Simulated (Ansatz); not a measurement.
# ZrCrAs2: relaxing a made-up structure, part 2 of 2

Starting from a made-up structure for ZrCrAs2, the aim is the relaxed cell, its shortest contacts and, where a second run follows, its electronic structure.

Ansatz 0.2.0; DFT, PBE, plane-wave PAW, files of the set soft_1, scalar-relativistic, ferromagnetic start, cell and ions relaxed at zero pressure; PAW set soft_1 (the session's first sound run).

So far: Set-up; Relaxation of the guess. The relaxed cell has a = 3.817, c = 17.419 Å (conventional setting).

## (3) Electronic structure of the relaxed cell

A second self-consistent run takes a narrower smearing and the mesh shown in its input; the bands follow along the standard path of the relaxed lattice.

This step: DFT, PBE, plane-wave PAW, files of the set soft_1, scalar-relativistic, ferromagnetic start, bands and density of states at the relaxed cell; PAW set soft_1 (Ansatz 0.2.0).

The input, input.yaml:

```yaml
crystal:
  lattice:
    - [1.9084737337, 1.1018578239, 5.8062942406]
    - [-1.9084737337, 1.1018578239, 5.8062942406]
    - [0.0, -2.2037156477, 5.8062942406]
  atoms:
    - { symbol: Zr, position: [0.5, 0.5, 0.5] }
    - { symbol: As, position: [0.2596426783, 0.2596426783, 0.2596426783] }
    - { symbol: As, position: [0.7403573217, 0.7403573217, 0.7403573217] }
    - { symbol: Cr, position: [0.0, 0.0, 0.0], spin: 2.6 }
magnetization:
  spin_polarized: true
kpoints:
  mp_grid: { grid: [10, 10, 10] }
  band_path:
    path:
      - [[0.0, 0.0, 0.0], [0.5, 0.0, 0.0], [0.5, 0.19067499, -0.19067499]]
      - [[0.80932501, 0.5, 0.19067499], [0.5, 0.5, 0.5], [0.0, 0.0, 0.0], [0.34533749, 0.0, -0.34533749]]
      - [[0.65466251, 0.34533749, 0.0], [0.5, 0.5, 0.0], [0.65466251, 0.65466251, 0.19067499], [0.5, 0.5, 0.5]]
      - [[0.5, 0.0, 0.0], [0.80932501, 0.34533749, 0.34533749]]
    npoints: 8
scf:
  occupations: { method: fermi_dirac, width: 0.03 }
  n_extra_bands: 10
hamiltonian:
  xc: pbe
  pseudopotentials: { kind: paw, azcp: { folder: soft_1 } }
output:
  forces: true
  stress: true
  write_bands: true
  dos: { projected: true }
  write_density: true
  write_potential: true
  elf: true
  volumetric_format: npy
```

The run is started by

```
$ ansatz run input.yaml --threads 4 --pin off --max-ram 8192MiB --backend cpu --events-out ev --progress --plain --runs-dir out
```

Numbers of over 12 decimals in the logs are rounded to 6 here.

Log:

```text
[...]
Crystal: 4 atoms, lattice volume = 73.259 Å³
Basis set: ecut = 420 eV, 1453 PW (Γ), FFT grids on a1−a2, a2, −a2+a3, exchange–correlation on 54×90×54 points (8 copies of the dense FFT grid, shifted against one another)
Bands: 38, of which v1, the nominal top of the filled ones, is band 28 counted from 1 (27 counted from 0)
Symmetry: 12 space group operations
[...]
k-points: 116 of 1000
[...]
Starting moments: Σ|m| = 2.6 μB on 1 of 4 sites
[...]
SCF iter   1: F=—  HF=-17277.789265 eV  |F-HF|=—  |Δ(HF+E_count)|=         —  Δρ=8.78e-2 (↑8.78e-2 ↓5.60e-2)  dr2=2.67e1  dr2_m=2.34e-1  M=1.972 μB ∫|m|=2.335 μB  β_m=0.30  ethr=3.10e-3  ⟨swp⟩=6.0  Hψ=32164  notcnv=0
[...]
SCF iter  13: F=-17276.050682 eV  HF=-17276.050682 eV  |F-HF|=1.10e-8  |Δ(HF+E_count)|=   1.10e-8  Δρ=2.04e-6 (↑1.61e-6 ↓2.04e-6)  dr2=1.40e-8  dr2_m=2.27e-10  M=2.379 μB ∫|m|=3.452 μB  ethr=6.95e-11  ⟨swp⟩=12.0  Hψ=56339  notcnv=0
SCF 1 converged in 13 iterations: F = -17276.050682 eV  dr2 = 1.40e-8
[...]
NSCF: frozen V_eff on 76 k-points
SCF converged after 13 iterations
Magnetization: 2.3785 μB (29.1893 up, 26.8107 down)
Absolute magnetization: 3.4519 μB (∫|ρ↑−ρ↓|, with the PAW one-centre terms)
[...]
Per-site moments (μB) at R_I (Å): [(-0.173918, 1.128115), (-0.060674, 1.051997), (-0.060674, 1.051997), (2.607689, 1.051997)]
Free energy (F): -17276.050682 eV
[...]
Internal energy: -17276.043787 eV  (E = F + TS)
E sigma→0 (E₀):  -17276.047234 eV
Entropy (-TS):   -0.006895 eV (-1.724 meV/atom)
Fermi energy:    14.091406 eV
[...]
--- Forces (eV/Å), atoms counted from 1 ---
  atom   1  Zr     0.00000000     0.00000000     0.00000000
  atom   2  As     0.00000000     0.00000000     0.02487055
  atom   3  As     0.00000000    -0.00000000    -0.02487055
  atom   4  Cr    -0.00000000     0.00000000     0.00000000
  max |Σ_I F_I| component: 3.37e-29 eV/Å
--- Stress (GPa, compression-positive) ---
       -0.101553       0.000000       0.000000
        0.000000      -0.101553       0.000000
        0.000000       0.000000      -0.085511
  P = ⅓ Tr σ = -0.0962 GPa (-0.962 kbar)
--- Band table (eV; the first three rows and the last of 232) ---
  k-point 0 ↑: bands = [... 24 lower, 12.0057, 12.4297, 13.1949, 13.1949, 14.0374, 14.0374, 14.8542, 14.8850, ... 6 higher]
  k-point 1 ↑: bands = [... 24 lower, 11.8897, 12.2804, 12.5592, 13.1178, 13.7530, 13.9614, 14.9893, 15.2656, ... 6 higher]
  k-point 2 ↑: bands = [... 24 lower, 11.5922, 11.6809, 12.4795, 12.9355, 13.3601, 14.0904, 14.8830, 15.0738, ... 6 higher]
  k-point 115 ↓: bands = [... 24 lower, 11.3940, 11.3940, 14.2400, 14.2400, 14.4730, 14.5313, 14.5313, 15.0355, ... 6 higher]
```

The job ended after 12 s (4 threads of Intel Xeon Platinum 8488C (Sapphire Rapids), shared host; peak memory 0.79 GiB).

This step gave:

```
free energy             : -17276.0507 eV
energy at zero smearing : -17276.0472 eV
smearing term TS        : 0.006895 eV
Fermi energy            : 14.09 eV
magnetization           : 2.379 μB
absolute magnetization  : 3.452 μB
site moments            : -0.1739, -0.06067, -0.06067, 2.608 μB
pressure                : -0.09621 GPa
```

bands.tsv at the labelled points (eV, zero at the Fermi level; the bands that come nearest the Fermi level along the path):

```
point  band_28_up  band_29_up  band_30_up  band_25_dn  band_26_dn  band_27_dn  band_28_dn  band_29_dn
    Γ       -0.05       -0.05        0.76       -0.10       -0.07       -0.07        0.01        0.01
    L       -1.40        0.23        1.13       -2.54       -0.09        0.47        1.17        1.19
   B1       -1.23        0.40        0.93       -2.55        0.03        0.46        1.18        1.48
    B       -1.23        0.40        0.93       -2.55        0.03        0.46        1.18        1.48
    Z       -0.98        0.41        0.41       -2.70        0.15        0.15        0.38        0.44
    Γ       -0.05       -0.05        0.76       -0.10       -0.07       -0.07        0.01        0.01
    X       -1.24        0.36        1.04       -2.52        0.03        0.86        0.94        1.44
    Q       -1.24        0.36        1.04       -2.52        0.03        0.86        0.94        1.44
    F       -1.47       -0.26        0.21       -2.17       -1.48        0.60        1.08        1.27
   P1       -1.34       -0.05        0.20       -2.36       -1.23        0.68        1.07        1.29
    Z       -0.98        0.41        0.41       -2.70        0.15        0.15        0.38        0.44
    L       -1.40        0.23        1.13       -2.54       -0.09        0.47        1.17        1.19
    P       -1.34       -0.05        0.20       -2.36       -1.23        0.68        1.07        1.29
```

Spin density in the ac plane of the conventional cell at fractional y = 0.333, with atoms of Zr and As and Cr within 0.2 Å of it.

Ten even steps from '0' (0.0 e/Å³) to '9' (2.5 e/Å³), each cell a mean:
```
00000000000000
00000000000000
00000000000000
00000000000000
00000000000000
00000000000000
00000000000000
00000000000000
00000000000000
00000000000000
00000000000000
00000000000000
00000000000000
00000000000000
00000000010000
00000002697310
00000001475200
00000000000000
00000000000000
00000000000000
00000000000000
00000000000000
00000000000000
00000000000000
```
Columns run along a (3.8 Å), rows up along c (17.4 Å), edges of the conventional cell, whose origin can differ from the input's. Atoms in or near the plane, at fractional coordinates: Zr at (0.67, 0.83), As at (0.67, 0.59), As at (0.67, 0.07), Cr at (0.67, 0.33).

ELF in the ac plane of the conventional cell at fractional y = 0.333, with atoms of Zr and As and Cr within 0.2 Å of it. It is the smooth field of the valence electrons, not physical close to the nuclei.

Values, 24 rows by 14 columns, each cell a mean:
```
0.32 0.34 0.35 0.35 0.33 0.28 0.23 0.18 0.17 0.16 0.16 0.18 0.21 0.27
0.60 0.65 0.66 0.65 0.61 0.51 0.36 0.20 0.11 0.08 0.10 0.17 0.31 0.48
0.48 0.58 0.61 0.59 0.50 0.35 0.24 0.27 0.34 0.38 0.36 0.28 0.23 0.30
0.17 0.28 0.35 0.30 0.20 0.21 0.48 0.71 0.63 0.47 0.58 0.72 0.56 0.25
0.23 0.34 0.41 0.37 0.24 0.21 0.40 0.65 0.66 0.58 0.63 0.66 0.48 0.24
0.54 0.61 0.64 0.63 0.56 0.42 0.26 0.20 0.22 0.24 0.23 0.21 0.24 0.37
0.57 0.61 0.63 0.62 0.58 0.49 0.34 0.19 0.11 0.08 0.10 0.17 0.30 0.45
0.26 0.27 0.27 0.27 0.26 0.24 0.23 0.24 0.24 0.25 0.25 0.24 0.23 0.24
0.28 0.18 0.15 0.17 0.25 0.41 0.54 0.58 0.55 0.52 0.54 0.58 0.56 0.46
0.53 0.34 0.25 0.30 0.49 0.63 0.65 0.46 0.22 0.13 0.17 0.41 0.61 0.66
0.39 0.23 0.16 0.19 0.35 0.53 0.64 0.60 0.49 0.43 0.47 0.58 0.63 0.57
0.16 0.15 0.16 0.15 0.14 0.20 0.34 0.49 0.56 0.57 0.56 0.50 0.38 0.24
0.20 0.23 0.25 0.23 0.20 0.18 0.17 0.18 0.19 0.19 0.19 0.18 0.17 0.18
0.52 0.55 0.55 0.55 0.53 0.47 0.36 0.24 0.16 0.13 0.15 0.21 0.32 0.44
0.57 0.60 0.61 0.60 0.57 0.47 0.31 0.20 0.21 0.24 0.22 0.19 0.26 0.42
0.27 0.33 0.34 0.34 0.29 0.21 0.24 0.44 0.65 0.76 0.70 0.48 0.28 0.19
0.34 0.40 0.41 0.41 0.35 0.25 0.21 0.36 0.55 0.65 0.59 0.40 0.25 0.23
0.59 0.62 0.63 0.63 0.61 0.52 0.35 0.20 0.17 0.18 0.17 0.20 0.31 0.47
0.45 0.47 0.48 0.48 0.45 0.40 0.32 0.21 0.15 0.13 0.14 0.20 0.29 0.38
0.16 0.19 0.22 0.21 0.17 0.15 0.17 0.21 0.25 0.26 0.25 0.22 0.18 0.15
0.17 0.13 0.14 0.14 0.17 0.27 0.42 0.56 0.61 0.62 0.62 0.58 0.47 0.31
0.46 0.28 0.19 0.24 0.42 0.59 0.65 0.55 0.38 0.30 0.35 0.52 0.64 0.63
0.49 0.31 0.23 0.28 0.46 0.61 0.65 0.50 0.29 0.20 0.24 0.45 0.62 0.64
0.23 0.17 0.15 0.16 0.21 0.33 0.46 0.53 0.54 0.53 0.53 0.53 0.48 0.37
```
Columns run along a (3.8 Å), rows up along c (17.4 Å), edges of the conventional cell, whose origin can differ from the input's. Atoms in or near the plane, at fractional coordinates: Zr at (0.67, 0.83), As at (0.67, 0.59), As at (0.67, 0.07), Cr at (0.67, 0.33).

Electrostatic potential energy in the ac plane of the conventional cell at fractional y = 0.333, with atoms of Zr and As and Cr within 0.2 Å of it. With pseudopotentials it is smooth inside the atoms' cores, unlike the true potential.

Ten even steps from '0' (-22 eV) to '9' (17 eV), each cell a mean:
```
88888999999999
88888999999999
89999886444678
89998730000016
89998740000036
98888887666788
88888999999999
88888999999999
98888886666678
99999856999747
88888875676568
87777899989998
87778899999998
88888999999999
98888987666789
99999851121147
99999862111258
88888998878899
88888999999999
87777899999998
87778888878888
99999865787557
99999856899657
88888987766789
```
Columns run along a (3.8 Å; values clipped at the 3rd and 97th percentile), rows up along c (17.4 Å), edges of the conventional cell, whose origin can differ from the input's. Atoms in or near the plane, at fractional coordinates: Zr at (0.67, 0.83), As at (0.67, 0.59), As at (0.67, 0.07), Cr at (0.67, 0.33).

## (4) What came out

```yaml
space_group_relaxed: R-3m
conventional_cell: a = 3.817, b = 3.817, c = 17.419 Å; α = 90.0°, β = 90.0°, γ = 120.0°
volume_per_atom: 18.31 Å³ (guess 15.04)
total_moment: 2.42 μB in the cell of 4 atoms
```

ZrCrAs2 relaxes to R-3m with a = 3.817, b = 3.817 and c = 17.419 Å. The guessed volume was 18 % too small. The space group R-3m was held in the relaxation, so the end point is a stationary structure within it and may be a saddle against distortions or other arrangements. The input starts from parallel moments, and no other start was typed. Bands cross the Fermi level, so it is a metal or semimetal at this level. On the 10×10×10 mesh with the narrower smearing (relaxed on 9×9×9) the largest force component is 0.025 eV/Å and the largest stress component is 0.102 GPa, against the relaxation's thresholds of 0.015 eV/Å and 0.05 GPa. The cutoff wasn't tested. No dispersion term is used, so weakly bound directions may come out too long. Nothing here tests whether the compound is stable against decomposition.

[Logs are printed without paths, hosts, clocks, repeated set-up lines and the standing remarks that a program may print on its own settings, such as how far it seeks lower states.]

[Hosts, paths, dates, database ids (printed as entryN), source tags and the programs' standing remarks are cut or masked in the printed files.]
